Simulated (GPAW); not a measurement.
# Near-edge structure at the S K edge of zinc-blende (ZnS)₁₋ₓ(CdS)ₓ at x = 0.125, part 2 of 3

What does the S K edge look like in zinc-blende (ZnS)₁₋ₓ(CdS)ₓ at x = 0.125?

GPAW 26.7.0; X-ray absorption from dipole matrix elements to empty bands, plane-wave PAW PBE.

So far. Step 3 (The field without a hole): The mesh shows a gap of 1.89 eV. The excited electron is kept all the same, so that all members of the series, with or without a gap, are treated alike.

## 5. Spectrum with XCH, S atom 2

The holes are 7.7 Å apart. In GPAW the data set carries the hole's charge, so charge=0 means a charged cell and charge=-1 a neutral one. The excited electron is kept in the cell, where it fills the lowest empty states and screens the hole. After the field has converged, empty bands are computed with the density fixed and the dipole matrix elements are summed.

The absorber has 3 Zn at 2.33 Å and 1 Cd at 2.48 Å (distorted tetrahedral).

xas.py reads:

```python
import numpy as np
from ase import Atoms
from ase.parallel import parprint, paropen
from gpaw import GPAW, PW, FermiDirac, Mixer, MixerDif, setup_paths
from gpaw.test import gen
setup_paths.insert(0, '.')
gen('S', name='fch1s', xcname='PBE', corehole=(1, 0, 1), write_xml=True)
from gpaw.mpi import world
world.barrier()

atoms = Atoms('ZnSZnSZnSZnSCdSZnSZnSZnS',
    cell=[[0, 5.46125, 5.46125],
     [5.46125, 0, 5.46125],
     [5.46125, 5.46125, 0]],
    scaled_positions=[[0.9997515, 0.9989788, 0.9995945],
     [0.1058081, 0.1304745, 0.1316573],
     [0.0013291, 0.998832, 0.5011879],
     [0.1247746, 0.1253128, 0.6252306],
     [0.0004309, 0.499818, 0.9989197],
     [0.1246275, 0.6249637, 0.1240309],
     [0.9988824, 0.5009395, 0.4992898],
     [0.1247968, 0.6249346, 0.6248594],
     [0.4994415, 0.0009541, 0.9995908],
     [0.6303457, 0.1325408, 0.1309395],
     [0.4991151, 0.0008675, 0.5004926],
     [0.6318608, 0.1320866, 0.6059895],
     [0.4988944, 0.5021698, 0.9989607],
     [0.6309011, 0.607204, 0.1310694],
     [0.4987383, 0.5015865, 0.5005564],
     [0.6236397, 0.6266386, 0.624837]],
    pbc=True)
atoms.calc = calc = GPAW(legacy_gpaw=True, mode=PW(400, force_complex_dtype=True), xc='PBE', setups={1: 'fch1s'},
    kpts={'size': (3, 3, 3), 'gamma': True}, occupations=FermiDirac(0.04),
    charge=-1, mixer=Mixer(0.1, 5, 50), maxiter=150,
    convergence={'density': 0.0001, 'eigenstates': 1e-6}, txt='scf.txt')
energy = atoms.get_potential_energy() + calc.get_reference_energy()
ef = calc.get_fermi_level()
out = dict(energy=energy, fermi=ef, forces=atoms.get_forces().tolist())
parprint(f'all-electron energy {energy:.4f} eV, Fermi level {ef:.4f} eV')
ev = np.array([[calc.get_eigenvalues(k, s) for k in range(len(calc.get_ibz_k_points()))] for s in range(calc.get_number_of_spins())])
out['homo'], out['lumo'], out['counts'] = ev[ev < ef].max(), ev[ev > ef].min(), sorted(set((ev < ef).sum((0, 2)).tolist()))
out['filled'] = (ev[:, 0] < ef).sum(1).tolist()

from ase.units import Ha
from gpaw.xas import dipole_matrix_elements
nb = int(calc.get_number_of_electrons() / 2) + 167
top, nb = nb, nb + 8 + nb // 12
nscf = calc.fixed_density(kpts={'size': (4, 4, 4), 'gamma': True}, nbands=nb,
    convergence={'bands': top, 'eigenstates': 5e-3}, maxiter=60, txt='nscf.txt')
cell = atoms.cell.array
ops = [cell.T @ U.T @ np.linalg.inv(cell.T) for U in nscf.wfs.kd.symmetry.op_scc]
filled = [72]  # bands filled in the ground state, by spin
E = np.arange(-6, 30, 0.1)
fwhm = np.interp(E, [4, 25], [0.9, 3.5])
Y, X, zero, highest = 0, 0, 1e9, 1e9
for spin in range(nscf.get_number_of_spins()):
    wfs = nscf.wfs
    mine = wfs.bd.get_slice()  # this rank's bands
    A = dipole_matrix_elements(wfs.setups[1])
    eps = np.zeros((wfs.kd.nibzkpts, nb))
    d = np.zeros((3, A.shape[1], wfs.kd.nibzkpts, nb), complex)
    for kpt in wfs.kpt_u:
        if kpt.s == spin and 1 in kpt.P_ani:
            eps[kpt.k, mine] = kpt.eps_n * Ha
            d[:, :, kpt.k, mine] = (kpt.weight * wfs.nspins / 2) ** 0.5 * np.inner(A, kpt.P_ani[1])
    world.sum(eps)
    world.sum(d)
    T = np.einsum('amkn,bmkn->abkn', d, d.conj()).real
    T = sum(np.einsum('ai,ijkn,bj->abkn', R, T, R) for R in ops) / len(ops)
    empty = np.ones_like(eps, bool) & (np.arange(nb) >= filled[spin])
    zero, highest = min(zero, eps[empty].min()), min(highest, eps[:, top - 1].min())
    lines = [(eps, T, empty)] if spin == 0 else lines + [(eps, T, empty)]
for eps, T, empty in lines:
    f = np.einsum('aakn->akn', T).reshape(3, -1)
    x = eps.ravel() - zero
    w = np.interp(x, E, fwhm) / 2.35482
    g = np.exp(-0.5 * ((E[:, None] - x) / w) ** 2) / (w * (2 * np.pi) ** 0.5)
    Y = Y + (f * empty.ravel()) @ g.T
    X = X + (f * ~empty.ravel()) @ g.T
out.update(E=E.round(2).tolist(), xas=Y.tolist(), xes=X.tolist(), zero=zero, valid=highest - zero, nk=len(eps), nb=nb)
for i in range(0, len(E), 10):
    parprint(f'{E[i]:7.2f}', *(f'{v:10.3e}' for v in Y[:, i]))
import json
with paropen('out.json', 'w') as f:
    json.dump(out, f)
```

Run with:

```sh
OMP_NUM_THREADS=1 mpirun -n 4 gpaw python xas.py
```

Numbers of over 12 decimals in the logs are rounded to 6 here.

The log of the run:

```text
Input parameters:
  charge: -1
  convergence: {density: 0.0001,
                eigenstates: 1e-06}
  kpts: {gamma: True,
         size: (3, 3, 3)}
  maxiter: 150
  mixer: {backend: pulay,
          beta: 0.1,
          method: separate,
          nmaxold: 5,
          weight: 50}
  mode: {ecut: 400.0,
         force_complex_dtype: True,
         name: pw}
  occupations: {fixmagmom: False,
                name: fermi-dirac,
                width: 0.04}
  setups: {1: fch1s}
  xc: PBE

Initialize ...

[... PAW data sets ...]

Reference energy: -578569.218258  # eV

Spin-paired calculation

[... convergence settings ...]
Symmetries present (total): 1
  [... symmetry matrices ...]

27 k-points: 3 x 3 x 3 Monkhorst-Pack grid
14 k-points in the irreducible part of the Brillouin zone
       k-points in crystal coordinates                weights
   0:     0.00000000    0.00000000    0.00000000          1/27
   1:     0.00000000    0.00000000    0.33333333          2/27
   2:     0.00000000    0.33333333   -0.33333333          2/27
   3:     0.00000000    0.33333333    0.00000000          2/27
   4:     0.00000000    0.33333333    0.33333333          2/27
   5:     0.33333333   -0.33333333   -0.33333333          2/27
   6:     0.33333333   -0.33333333    0.00000000          2/27
   7:     0.33333333   -0.33333333    0.33333333          2/27
   8:     0.33333333    0.00000000   -0.33333333          2/27
   9:     0.33333333    0.00000000    0.00000000          2/27
          ...
  13:     0.33333333    0.33333333    0.33333333          2/27

Wave functions: Plane wave expansion
  Cutoff energy: 400.000 eV
  Number of coefficients (min, max): 5888, 5961
  Pulay-stress correction: 0.000000 eV/Ang^3 (de/decut=0.000000)
  Using FFTW library
  Wavefunction extrapolation:
    Improved wavefunction reuse through dual PAW basis

Occupation numbers: Fermi-Dirac:
  width: 0.0400  # eV

Eigensolver
   Davidson(niter=2)

Densities:
  Coarse grid: 36*36*36 grid
  Fine grid: 72*72*72 grid
  Total Charge: 0.000000

Density mixing:
  Method: separate
  Backend: pulay
  Linear mixing parameter: 0.1
  old densities: 5
  Width of damping distribution: 1.1
  Damping of long wavelength oscillations: 50

[... Hamiltonian set-up ...]
Number of atoms: 16
Number of atomic orbitals: 104
Number of bands in calculation: 91
Number of valence electrons: 145
Bands to converge: occupied

... initialized

Initializing position-dependent things.

Density initialized from atomic densities
Creating initial wave functions:
  91 bands from LCAO basis set

                                    Zn

                     Zn

                        S
                            Zn
               S
                   Zn
                 S   Cd Zn
         S            S
             Zn           Zn
              S

               S
       S

Atomic positions and initial magnetic moments

Positions:
   0 Zn    10.914708   10.918928   10.915566    ( 0.0000,  0.0000,  0.0000)
   1 S      1.431567    1.296858    1.290398    ( 0.0000,  0.0000,  0.0000)
   2 Zn     8.191984    2.744371    5.462130    ( 0.0000,  0.0000,  0.0000)
   3 S      4.098905    4.095966    1.365790    ( 0.0000,  0.0000,  0.0000)
   4 Zn     8.184981    5.457703    2.731984    ( 0.0000,  0.0000,  0.0000)
   5 S      4.090447    1.357986    4.093705    ( 0.0000,  0.0000,  0.0000)
   6 Zn     5.462502    8.181893    8.190902    ( 0.0000,  0.0000,  0.0000)
[...]
13 S      4.031896    4.161311    6.761601    ( 0.0000,  0.0000,  0.0000)
  14 Zn     5.472953    5.457398    5.463024    ( 0.0000,  0.0000,  0.0000)
  15 S      6.834621    6.818243    6.828082    ( 0.0000,  0.0000,  0.0000)

Unit cell:
           periodic     x           y           z      points  spacing
  1. axis:    yes    0.000000    5.461250    5.461250    36     0.1752
  2. axis:    yes    5.461250    0.000000    5.461250    36     0.1752
  3. axis:    yes    5.461250    5.461250    0.000000    36     0.1752

  Lengths:   7.723374   7.723374   7.723374
  Angles:   60.000000  60.000000  60.000000

Effective grid spacing dv^(1/3) = 0.1911

iter:   1   -67.753443
iter:   2   -66.650440   -0.26  -1.22
iter:   3   -63.838483   -0.89  -1.27
iter:   4   -63.910577   -1.58  -1.56
iter:   5   -64.039799   -1.88  -1.60
iter:   6   -63.858586   -2.37  -2.09
iter:   7   -63.851301   -2.73  -2.29
iter:   8   -63.854029c  -3.45  -2.76
iter:   9   -63.854012c  -3.49  -3.02
iter:  10   -63.851947c  -4.12  -3.09
iter:  11   -63.851873c  -5.03  -3.40
iter:  12   -63.851918c  -5.60  -3.62
iter:  13   -63.851839c  -5.36  -3.75
iter:  14   -63.851872c  -6.14c -3.97
iter:  15   -63.851863c  -5.94  -4.00
iter:  16   -63.851862c  -6.58c -4.27c

Converged after 16 iterations.

Dipole moment: (-21.085553, -23.878792, -24.167995) |e|*Ang

Energy contributions relative to reference atoms: (reference = -578569.218258)

Kinetic:       +127.181037
Potential:     -113.587026
External:        +0.000000
XC:             -77.580631
Entropy (-ST):   -0.018835
Local:           +0.144176
SIC:             +0.000000
--------------------------
Free energy:    -63.861279
Extrapolated:   -63.851862

Showing only first 2 kpts
 Kpt  Band  Eigenvalues  Occupancy
  0    70      3.67293    2.00000
  0    71      3.67438    2.00000
  0    72      5.30562    2.00000
  0    73      6.62527    1.98387

  1    70      3.41556    2.00000
  1    71      3.45574    2.00000
  1    72      6.36988    1.99997
[...]
Fermi level: 6.81776

No gap
No difference between direct/indirect transitions

Forces in eV/Ang:
  0 Zn   -0.72310   -0.59571   -0.58198
  1 S     0.17787   -0.18020   -0.18897
  2 Zn    0.59082    0.72041   -0.58220
  3 S     0.01199   -0.00881    0.04565
  4 Zn    0.59662   -0.58727    0.73411
  5 S     0.02061    0.04560   -0.00790
  6 Zn    0.03430   -0.03035   -0.04226
[...]
13 S    -0.06310    0.06099   -0.01571
 14 Zn    0.11077    0.04221    0.03997
 15 S    -0.01822    0.01559    0.01357
Scalar-relativistic atomic PBE calculation for S (Sulfur, Z=16)
Core hole in 1s state (1s occupation: 1.0)
450 radial gridpoints.
|------------------------------------------------|
|------------------------------------------------|
[... the atom generator's iteration count ...]

Energy contributions:
-------------------------
Kinetic:     +308.185547
XC:           -20.950884
Potential:   -594.586668
-------------------------
Total:       -307.352006

state      eigenvalue         ekin         rmax
-----------------------------------------------
1s^1.0 :   -94.934283   126.064227        0.062
2s^2.0 :    -9.388817    20.721762        0.372
2p^6.0 :    -7.534702    20.423216        0.303
3s^2.0 :    -1.143740     3.483173        1.293
3p^4.0 :    -0.718992     2.793039        1.390
-----------------------------------------------
(units: Bohr and Hartree)

Generating PAW setup
Kinetic energy of the core from tauc = 290.824512
Cutoffs:
rc(s)=1.840
rc(p)=1.850
rc(d)=1.700
rc(vbar)=1.720
rc(comp)=1.430
rc(nct)=1.850

Kinetic energy of the core states: 290.047046
Charge: 1.0
Core electrons: 9.0
Valence electrons: 6.0
Pseudo-core charge: 0.024184
Shape function alpha=4.890
Pseudo-electron charge 6.375793
state    eigenvalue         norm
--------------------------------
3s(2) :    -1.143740     1.241181
*s    :    -0.143740
3p(4) :    -0.718992     0.967312
*p    :     0.281008
*d    :     0.000000
--------------------------------

Diagonalizing with gridspacing h=0.050

state   all-electron     PAW
-------------------------------
3s:      -1.143740    -1.144551
3p:      -0.718992    -0.719674
*d:                   -0.150764
*f:                   -0.016520
-------------------------------
all-electron energy -578633.0701 eV, Fermi level 6.8178 eV
[...]
27.00  2.928e-06  2.931e-06  2.928e-06
  28.00  2.956e-06  2.959e-06  2.958e-06
  29.00  2.663e-06  2.667e-06  2.667e-06
```

Elapsed: 5.9 min, on 4 MPI ranks of Intel Xeon at 2.70GHz, shared host; peak memory 0.76 GiB.

The S K spectrum, S atom 2, excited-electron core hole (neutral cell) (energy from the bottom of the conduction band, which holds the excited electron; intensity scaled to a mean of 1 over the first 20 eV):

```csv
E (eV),intensity
-2.00,0.00
-1.25,0.00
-0.50,0.00
0.25,0.04
1.00,0.31
1.75,1.15
2.50,1.91
3.25,1.62
4.00,1.70
4.75,1.10
5.50,1.34
6.25,1.73
7.00,1.41
7.75,1.04
8.50,0.94
9.25,0.86
10.00,0.61
10.75,0.48
11.50,0.56
12.25,0.71
13.00,0.89
13.75,1.06
14.50,1.16
15.25,1.17
16.00,1.08
16.75,0.94
17.50,0.81
18.25,0.73
19.00,0.68
19.75,0.67
20.50,0.68
21.25,0.71
22.00,0.74
22.75,0.76
23.50,0.77
24.25,0.79
25.00,0.87
25.75,0.99
26.50,1.11
27.25,1.19
```

Main maxima below 24 eV (height): 2.7 eV (1.93), 4.0 eV (1.70), 6.3 eV (1.74) and 15.0 eV (1.17). A K edge sees empty p states on the absorber.

The total-energy difference is 2484.40 eV. One term is added: -16.94 eV, since the hole is spin-paired here and a spin-polarised one costs that much less in the free atom (computed apart). The photon energy is then 2467.46 eV. The functional leaves an error of a few eV in such absolute values.

## 6. Cell without a hole, the energy reference

The absorbing element, whose data set is made anew, changes for the next run, so it gets a reference energy of its own.

scf.py reads:

```python
import numpy as np
from ase import Atoms
from ase.parallel import parprint, paropen
from gpaw import GPAW, PW, FermiDirac, Mixer, MixerDif, setup_paths
from gpaw.test import gen
setup_paths.insert(0, '.')
gen('Zn', name='nch1s', xcname='PBE', corehole=(1, 0, 0), write_xml=True)
from gpaw.mpi import world
world.barrier()

atoms = Atoms('ZnSZnSZnSZnSCdSZnSZnSZnS',
    cell=[[0, 5.46125, 5.46125],
     [5.46125, 0, 5.46125],
     [5.46125, 5.46125, 0]],
    scaled_positions=[[0.9997515, 0.9989788, 0.9995945],
     [0.1058081, 0.1304745, 0.1316573],
     [0.0013291, 0.998832, 0.5011879],
     [0.1247746, 0.1253128, 0.6252306],
     [0.0004309, 0.499818, 0.9989197],
     [0.1246275, 0.6249637, 0.1240309],
     [0.9988824, 0.5009395, 0.4992898],
     [0.1247968, 0.6249346, 0.6248594],
     [0.4994415, 0.0009541, 0.9995908],
     [0.6303457, 0.1325408, 0.1309395],
     [0.4991151, 0.0008675, 0.5004926],
     [0.6318608, 0.1320866, 0.6059895],
     [0.4988944, 0.5021698, 0.9989607],
     [0.6309011, 0.607204, 0.1310694],
     [0.4987383, 0.5015865, 0.5005564],
     [0.6236397, 0.6266386, 0.624837]],
    pbc=True)
atoms.calc = calc = GPAW(legacy_gpaw=True, mode=PW(400, force_complex_dtype=True), xc='PBE', setups={0: 'nch1s'},
    kpts={'size': (3, 3, 3), 'gamma': True}, occupations=FermiDirac(0.02),
    charge=0, mixer=Mixer(0.1, 5, 50), maxiter=150,
    convergence={'density': 0.0001, 'eigenstates': 1e-6}, txt='scf.txt')
energy = atoms.get_potential_energy() + calc.get_reference_energy()
ef = calc.get_fermi_level()
out = dict(energy=energy, fermi=ef, forces=atoms.get_forces().tolist())
parprint(f'all-electron energy {energy:.4f} eV, Fermi level {ef:.4f} eV')
ev = np.array([[calc.get_eigenvalues(k, s) for k in range(len(calc.get_ibz_k_points()))] for s in range(calc.get_number_of_spins())])
out['homo'], out['lumo'], out['counts'] = ev[ev < ef].max(), ev[ev > ef].min(), sorted(set((ev < ef).sum((0, 2)).tolist()))
out['filled'] = (ev[:, 0] < ef).sum(1).tolist()
import json
with paropen('out.json', 'w') as f:
    json.dump(out, f)
```

Run with:

```sh
OMP_NUM_THREADS=1 mpirun -n 4 gpaw python scf.py
```

The log of the run:

```text
Input parameters:
  convergence: {density: 0.0001,
                eigenstates: 1e-06}
  kpts: {gamma: True,
         size: (3, 3, 3)}
  maxiter: 150
  mixer: {backend: pulay,
          beta: 0.1,
          method: separate,
          nmaxold: 5,
          weight: 50}
  mode: {ecut: 400.0,
         force_complex_dtype: True,
         name: pw}
  occupations: {fixmagmom: False,
                name: fermi-dirac,
[...]
*s    :     0.780349
4p(0) :    -0.041035     1.007410
*p    :     0.958965
3d(10):    -0.372700     0.153765
*d    :     0.627300
--------------------------------

Diagonalizing with gridspacing h=0.050

state   all-electron     PAW
-------------------------------
4s:      -0.219651    -0.219820
4p:      -0.041035    -0.041071
3d:      -0.372700    -0.373322
*f:                    0.071886
-------------------------------
all-electron energy -581117.4660 eV, Fermi level 4.2777 eV
[key lines of the parts left out:]
Converged after 15 iterations.
Dipole moment: (-20.831836, -23.610438, -23.898723) |e|*Ang
Free energy:    -54.101239
Fermi level: 4.27774
```

It took 73 s on 4 MPI ranks; peak memory 0.35 GiB.

Reference energy: -581117.466 eV with the cores included.

[end of part 2 of 3]

[Banner, clock and machine lines of the logs are left out without a mark of their own.]

[Logs are printed without paths, hosts, clocks, repeated set-up lines and the standing remarks that a program may print on its own settings, such as how far it seeks lower states.]

[Hosts, paths, dates, database ids (printed as entryN), source tags and the programs' standing remarks are cut or masked in the printed files.]

[Lists of maxima count a maximum above −3 eV only where it reaches 4 % of the highest in the window and stands out from its surroundings by 2 % of it (1.5 % where it reaches 55 %); shoulders and weaker maxima are passed over, and of the rest the first, up to two pre-edge ones and the few strongest are named.]
